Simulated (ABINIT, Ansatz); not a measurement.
**TiO2 (Rutile): bands and cutoff in G0W0 with ABINIT**

Aim: raise bands and screening cutoff together for TiO2 (Rutile) and follow gap and time.

Calculated with ABINIT 10.8.3; PBE and many-body steps on it, plane waves.

### 1. The structure

It takes space group P4_2/mnm (No. 136, tetragonal). Conventional cell: a = 4.592 Å, b = 4.592 Å, c = 2.957 Å, α = 90.00°, β = 90.00°, γ = 90.00°. Ti has 6 O at 1.95 to 1.98 Å nearest. O has 3 Ti at 1.95 to 1.98 Å nearest. Farther neighbours and most contacts between anions are not listed.

The cell and positions come from the Crystallography Open Database and are kept as given unless a step says otherwise.

### 2. Empty states on the mesh, 4×4×4 mesh, 199 bands

This step: ABINIT 10.8.3; DFT, PBE, plane waves, norm-conserving pseudopotentials.

The sums over transitions need many empty states on a uniform mesh; this step solves for them.

run.abi reads:

```
acell 3*1.0 Angstrom
rprim 
  4.592200000000 0.000000000000 0.000000000000
  0.000000000000 4.592200000000 0.000000000000
  0.000000000000 0.000000000000 2.957400000000
ntypat 2
znucl 22 8
natom 6
typat 1 1 2 2 2 2
xred 
  0.000000000000 0.000000000000 0.000000000000
  0.500000000000 0.500000000000 0.500000000000
  0.304960000000 0.304960000000 0.000000000000
  0.195040000000 0.804960000000 0.500000000000
  0.695040000000 0.695040000000 0.000000000000
  0.804960000000 0.195040000000 0.500000000000
pp_dirpath "pseudos"
pseudos "Ti.upf, O.upf"
ecut 38
ngkpt 4 4 4
nshiftk 1
shiftk 0 0 0
kptopt 1
chksymbreak 0
irdden 1
istwfk *1
nband 199
prtvol 0
optdriver 6
gwr_task "HDIAGO"
paral_kgb 0
occopt 1
indata_prefix "in"
outdata_prefix "out"
tmpdata_prefix "tmp"
```

The run is started by

```bash
$ OMP_NUM_THREADS=1 mpirun -n 8 abinit run.abi > log
```

Log:

```text
.Version 10.8.3 of ABINIT. v10.8.2 released Aug 2026.

 Symmetries : space group P4_2/m n m (#136); Bravais tP (primitive tetrag.)
[... echo of the input left out ...]
== DATASET  1 ==================================================================
-   mpi_nproc: 8, omp_nthreads: 1 (-1 if OMP is not activated)

--- !DatasetInfo
iteration_state: {dtset: 1, }
dimensions: {natom: 6, nkpt: 18, mband: 199, nsppol: 1, nspinor: 1, nspden: 1, mpw: 4748, }
cutoff_energies: {ecut:  38.0, pawecutdg:  -1.0, }
[...]
Direct band gap semiconductor
 Fundamental gap:     1.917 (eV)
   VBM:     5.660 (eV) at k: [ 0.0000E+00,  0.0000E+00,  0.0000E+00]
   CBM:     7.576 (eV) at k: [ 0.0000E+00,  0.0000E+00,  0.0000E+00]
 Direct gap:         1.917 (eV) at k: [ 0.0000E+00,  0.0000E+00,  0.0000E+00]

== END DATASET(S) ==============================================================
================================================================================

 -outvars: echo values of variables after computation  --------
           etotal      0.0000000000E+00
            nband         199
             nkpt          18
          spgroup         136
 [... the other variables as echoed above ...]

 Calculation completed.
```

Run time: 3.2 min. Hardware: 8 MPI ranks of Arm Neoverse V2, shared host; peak memory 9.9 GiB; 26 min of CPU time.

This step gave:

- gap: 1.917 eV
- k of the valence top: 0, 0, 0
- k of the conduction bottom: 0, 0, 0
- least direct gap: 1.917 eV
- k points computed: 18
- lowest point of the top converged band, above the valence top: 98.8452 eV

On this mesh the gap is 1.917 eV.

The density comes from a self-consistent run that is not shown.

### 3. Screening, 4×4×4 mesh, 44 bands, screening to 59.9 eV

The RPA dielectric matrix is built and inverted for each q.

This step: RPA screening on PBE, plane waves, norm-conserving pseudopotentials.

run.abi: that of step 2 with these lines changed.

```diff
@@ -24,10 +24,11 @@
 chksymbreak 0
-irdden 1
 istwfk *1
-nband 199
-prtvol 0
-optdriver 6
-gwr_task "HDIAGO"
-paral_kgb 0
 occopt 1
+irdwfk 1
+optdriver 3
+nband 44
+ecuteps 2.2
+inclvkb 2
+awtr 1
+symchi 1
 indata_prefix "in"
```

Log:

```text
.Version 10.8.3 of ABINIT. v10.8.2 released Aug 2026.

 Symmetries : space group P4_2/m n m (#136); Bravais tP (primitive tetrag.)
[... echo of the input left out ...]
== DATASET  1 ==================================================================
-   mpi_nproc: 8, omp_nthreads: 1 (-1 if OMP is not activated)

--- !DatasetInfo
iteration_state: {dtset: 1, }
dimensions: {natom: 6, nkpt: 18, mband: 44, nsppol: 1, nspinor: 1, nspden: 1, mpw: 4748, }
cutoff_energies: {ecut:  38.0, pawecutdg:  -1.0, }
electrons: {nelect:   4.80000000E+01, charge:   0.00000000E+00, occopt:   1.00000000E+00, tsmear:   1.00000000E-02, }

 SCREENING: Calculation of the susceptibility and dielectric matrices

 Based on a program developped by R.W. Godby, V. Olevano, G. Onida, and L. Reining.
 Incorporated in ABINIT by V. Olevano, G.-M. Rignanese, and M. Torrent.
.Using double precision arithmetic ; gwpc =  8

[... cell and pseudopotentials left out ...]
--------------------------------------------------------------------------------

 ==== K-mesh for the wavefunctions ====
 Number of points in the irreducible wedge :    18
[... list of points left out ...]
 Together with 16 symmetry operations and time-reversal symmetry
 yields    64 points in the full Brillouin Zone.

 ==== Q-mesh for the screening function ====
 Number of points in the irreducible wedge :    18
[... list of points left out ...]
 Together with 16 symmetry operations and time-reversal symmetry
 yields    64 points in the full Brillouin Zone.

 setmesh: FFT mesh size selected  =    30x   30x   20
          total number of points  =        18000

 vcoul_init : cutoff-mode = AUXILIARY_FUNCTION
 q-points for optical limit:   1
     1)      0.000010    0.000020    0.000030

- screening: taking advantage of time-reversal symmetry
- Maximum band index for partially occupied states nbvw = 24
- Remaining bands to be divided among processors   nbcw = 20
- Number of bands treated by each node ~2

 Number of electrons calculated from density =   48.0000; Expected =   48.0000
 average of density, n =  0.114049
 r_s =    1.2792
 omega_plasma =   32.5763 [eV]

 calculating chi0 at frequencies [eV] :
  1    0.000000E+00    0.000000E+00
  2    0.000000E+00    3.257632E+01

--------------------------------------------------------------------------------
  q-point number  1        q = ( 0.000000, 0.000000, 0.000000) [r.l.u.]
--------------------------------------------------------------------------------
[... chi0 elements left out ...]
 For q-point:  0.000010 0.000020 0.000030
  dielectric constant =   8.5605
  dielectric constant without local fields =   8.7256

  Average fulfillment of the sum rule on Im[epsilon] for q-point    1 :     24.23  [%]
[... wings left out ...]
  q-point number  2        q = ( 0.250000, 0.000000, 0.000000) [r.l.u.]
--------------------------------------------------------------------------------
[... chi0 elements left out ...]
  Average fulfillment of the sum rule on Im[epsilon] for q-point    2 :     39.32  [%]

 [... 16 further q-points ...]
```

Run time: 15 s. Hardware: 8 MPI ranks; peak memory 2.1 GiB.

This step gave:

```yaml
eps_infinity_with_local_fields_on_this_mesh_along_the_program_s_q_direction: 8.560
the_same_without_local_fields: 8.726
plasma_frequency: 32.58 eV
plane_waves_in_the_screening_matrix: 67
```

Local fields lower ε∞ by 2 %. On a Γ-centred mesh this coarse the value itself is usually too large, while a short band sum pulls it down.

### 4. 44 bands, 59.9 eV

The self-energy is evaluated for the states that the input lists, and the levels follow from it, in one-shot runs by the linearised quasiparticle equation.

This step: G0W0 on PBE, plane waves, norm-conserving pseudopotentials.

run.abi: that of step 3 with these lines changed.

```diff
@@ -27,8 +27,15 @@
 irdwfk 1
-optdriver 3
+optdriver 4
 nband 44
+gwcalctyp 0
+ecutsigx 38
+symsigma 1
+nkptgw 1
+kptgw 
+  0.0000000000 0.0000000000 0.0000000000
+bdgw 
+  22 26
 ecuteps 2.2
-inclvkb 2
-awtr 1
-symchi 1
+irdscr 1
+ppmodel 1
 indata_prefix "in"
```

Log:

```text
.Version 10.8.3 of ABINIT. v10.8.2 released Aug 2026.

 Symmetries : space group P4_2/m n m (#136); Bravais tP (primitive tetrag.)
[... echo of the input left out ...]
== DATASET  1 ==================================================================
-   mpi_nproc: 8, omp_nthreads: 1 (-1 if OMP is not activated)

--- !DatasetInfo
iteration_state: {dtset: 1, }
dimensions: {natom: 6, nkpt: 18, mband: 44, nsppol: 1, nspinor: 1, nspden: 1, mpw: 4748, }
cutoff_energies: {ecut:  38.0, pawecutdg:  -1.0, }
electrons: {nelect:   4.80000000E+01, charge:   0.00000000E+00, occopt:   1.00000000E+00, tsmear:   1.00000000E-02, }

 SIGMA: Calculation of the GW corrections

 Based on a program developped by R.W. Godby, V. Olevano, G. Onida, and L. Reining.
 Incorporated in ABINIT by V. Olevano, G.-M. Rignanese, and M. Torrent.
.Using double precision arithmetic ; gwpc =  8

[... cell and pseudopotentials left out ...]
--------------------------------------------------------------------------------

 ==== K-mesh for the wavefunctions ====
 Number of points in the irreducible wedge :    18
[... list of points left out ...]
 Together with 16 symmetry operations and time-reversal symmetry
 yields    64 points in the full Brillouin Zone.

 ==== Q-mesh for screening function ====
 Number of points in the irreducible wedge :    18
[... list of points left out ...]
 Together with 16 symmetry operations and time-reversal symmetry
 yields    64 points in the full Brillouin Zone.

 vcoul_init : cutoff-mode = AUXILIARY_FUNCTION
 q-points for optical limit:   1
     1)      0.000010    0.000020    0.000030
 setmesh: FFT mesh size selected  =    50x   50x   32
          total number of points  =        80000

 Number of electrons calculated from density =   48.0000; Expected =   48.0000
 average of density, n =  0.114049
 r_s =    1.2792
 omega_plasma =   32.5763 [eV]

 === KS Band Gaps ===
  >>>> For spin  1
   Minimum direct gap =   1.9166 [eV], located at k-point      :   0.0000  0.0000  0.0000
   Fundamental gap    =   1.9166 [eV], Top of valence bands at :   0.0000  0.0000  0.0000
                                       Bottom of conduction at :   0.0000  0.0000  0.0000
 SIGMA fundamental parameters:
 PLASMON POLE MODEL  1
 number of plane-waves for SigmaX                 4679
 number of plane-waves for SigmaC and W             67
 number of plane-waves for wavefunctions          4679
 number of bands                                    44
 number of independent spin polarizations            1
 number of spinorial components                      1
 number of k-points in IBZ                          18
 number of q-points in IBZ                          18
 number of symmetry operations                      16
 number of k-points in BZ                           64
 number of q-points in BZ                           64
 number of frequencies for dSigma/dE                 9
 frequency step for dSigma/dE [eV]                0.25
 number of omega for Sigma on real axis              0
 max omega for Sigma on real axis  [eV]           0.00
 zcut for avoiding poles [eV]                     0.10

 EPSILON^-1 parameters (SCR file):
 dimension of the eps^-1 matrix on file             67
 dimension of the eps^-1 matrix used                67
 number of plane-waves for wavefunctions          4679
 number of bands                                    44
 number of q-points in IBZ                          18
 number of frequencies                               2
 number of real frequencies                          1
 number of imag frequencies                          1

 matrix elements of self-energy operator (all in [eV])

 Perturbative Calculation

--- !SelfEnergy_ee
iteration_state: {dtset: 1, }
kpoint     : [   0.000,    0.000,    0.000, ]
spin       : 1
KS_gap     :    1.917
QP_gap     :    3.655
Delta_QP_KS:    1.738
data: !SigmaeeData |
     Band     E0 <VxcDFT>   SigX SigC(E0)      Z dSigC/dE  Sig(E)    E-E0       E
       22   5.208 -20.672 -25.174   5.147   0.760  -0.317 -20.182   0.490   5.698
       23   5.208 -20.672 -25.174   5.147   0.760  -0.317 -20.182   0.490   5.698
       24   5.660 -20.448 -25.098   5.325   0.752  -0.330 -19.941   0.507   6.167
       25   7.576 -20.150 -12.063  -5.157   0.767  -0.305 -17.904   2.246   9.822
       26   7.879 -19.778 -12.069  -4.881   0.769  -0.301 -17.604   2.173  10.053

== END DATASET(S) ==============================================================
================================================================================

 -outvars: echo values of variables after computation  --------
           etotal      0.0000000000E+00
            nband          44
             nkpt          18
          spgroup         136
 [... the other variables as echoed above ...]

 Calculation completed.
```

The job ended after 2.6 s (8 MPI ranks; peak memory 0.19 GiB; 20 s of CPU time).

This step gave:

```yaml
g0w0_gap_on_the_points_computed: 3.655 eV
starting_gap_on_the_mesh: 1.917 eV
k_of_the_valence_top: 0, 0, 0
k_of_the_conduction_bottom: 0, 0, 0
z_at_the_valence_top: 0.752
z_at_the_conduction_bottom: 0.767
least_direct_g0w0_gap_on_the_computed_points: 3.655 eV
```

The gap on the mesh goes from 1.92 eV to 3.65 eV, a correction of +1.74 eV.

### 5. Screening, 4×4×4 mesh, 92 bands, screening to 114.3 eV

This step: RPA screening on PBE, plane waves, norm-conserving pseudopotentials.

run.abi: that of step 4 with these lines changed.

```diff
@@ -27,15 +27,8 @@
 irdwfk 1
-optdriver 4
-nband 44
-gwcalctyp 0
-ecutsigx 38
-symsigma 1
-nkptgw 1
-kptgw 
-  0.0000000000 0.0000000000 0.0000000000
-bdgw 
-  22 26
-ecuteps 2.2
-irdscr 1
-ppmodel 1
+optdriver 3
+nband 92
+ecuteps 4.2
+inclvkb 2
+awtr 1
+symchi 1
 indata_prefix "in"
```

Log:

```text
.Version 10.8.3 of ABINIT. v10.8.2 released Aug 2026.

 Symmetries : space group P4_2/m n m (#136); Bravais tP (primitive tetrag.)
[... echo of the input left out ...]
== DATASET  1 ==================================================================
-   mpi_nproc: 8, omp_nthreads: 1 (-1 if OMP is not activated)

--- !DatasetInfo
iteration_state: {dtset: 1, }
dimensions: {natom: 6, nkpt: 18, mband: 92, nsppol: 1, nspinor: 1, nspden: 1, mpw: 4748, }
cutoff_energies: {ecut:  38.0, pawecutdg:  -1.0, }
electrons: {nelect:   4.80000000E+01, charge:   0.00000000E+00, occopt:   1.00000000E+00, tsmear:   1.00000000E-02, }

 SCREENING: Calculation of the susceptibility and dielectric matrices

 Based on a program developped by R.W. Godby, V. Olevano, G. Onida, and L. Reining.
 Incorporated in ABINIT by V. Olevano, G.-M. Rignanese, and M. Torrent.
.Using double precision arithmetic ; gwpc =  8

[... cell and pseudopotentials left out ...]
--------------------------------------------------------------------------------

 ==== K-mesh for the wavefunctions ====
 Number of points in the irreducible wedge :    18
[... list of points left out ...]
 Together with 16 symmetry operations and time-reversal symmetry
 yields    64 points in the full Brillouin Zone.

 ==== Q-mesh for the screening function ====
 Number of points in the irreducible wedge :    18
[... list of points left out ...]
 Together with 16 symmetry operations and time-reversal symmetry
 yields    64 points in the full Brillouin Zone.

 setmesh: FFT mesh size selected  =    36x   36x   24
          total number of points  =        31104

 vcoul_init : cutoff-mode = AUXILIARY_FUNCTION
 q-points for optical limit:   1
     1)      0.000010    0.000020    0.000030

- screening: taking advantage of time-reversal symmetry
- Maximum band index for partially occupied states nbvw = 24
- Remaining bands to be divided among processors   nbcw = 68
- Number of bands treated by each node ~8

 Number of electrons calculated from density =   48.0000; Expected =   48.0000
 average of density, n =  0.114049
 r_s =    1.2792
 omega_plasma =   32.5763 [eV]

 calculating chi0 at frequencies [eV] :
  1    0.000000E+00    0.000000E+00
  2    0.000000E+00    3.257632E+01

--------------------------------------------------------------------------------
  q-point number  1        q = ( 0.000000, 0.000000, 0.000000) [r.l.u.]
--------------------------------------------------------------------------------
[... chi0 elements left out ...]
 For q-point:  0.000010 0.000020 0.000030
  dielectric constant =   8.5615
  dielectric constant without local fields =   8.9524

  Average fulfillment of the sum rule on Im[epsilon] for q-point    1 :     49.88  [%]
[... wings left out ...]
  q-point number  2        q = ( 0.250000, 0.000000, 0.000000) [r.l.u.]
--------------------------------------------------------------------------------
[... chi0 elements left out ...]
  Average fulfillment of the sum rule on Im[epsilon] for q-point    2 :     64.36  [%]

 [... 16 further q-points ...]
```

Run time: 74 s. Hardware: 8 MPI ranks; peak memory 3.4 GiB; 9.9 min of CPU time.

This step gave:

```yaml
eps_infinity_with_local_fields_on_this_mesh_along_the_program_s_q_direction: 8.562
the_same_without_local_fields: 8.952
plasma_frequency: 32.58 eV
plane_waves_in_the_screening_matrix: 181
```

[end of part 1 of 2]

[Paths, hosts, dates, memory and timing lines, banners, echoed tables and standing remarks are left out of the program output.]

[Logs are printed without paths, hosts, clocks, repeated set-up lines and the standing remarks that a program may print on its own settings, such as how far it seeks lower states.]

[Runs of the session that timed out or met a known fault of the program may be left out.]

[Hosts, paths, dates, database ids (printed as entryN), source tags and the programs' standing remarks are cut or masked in the printed files.]

[G0W0 gaps are taken among the corrected bands and points alone; a level outside them can change the order at an edge.]

[Where Ansatz stands beside ABINIT at settings called matched, ABINIT's density can come from a denser mesh and the files from another edition; pairs whose starting gaps differed by over 0.03 eV were left out, so agreement reads better than it is.]
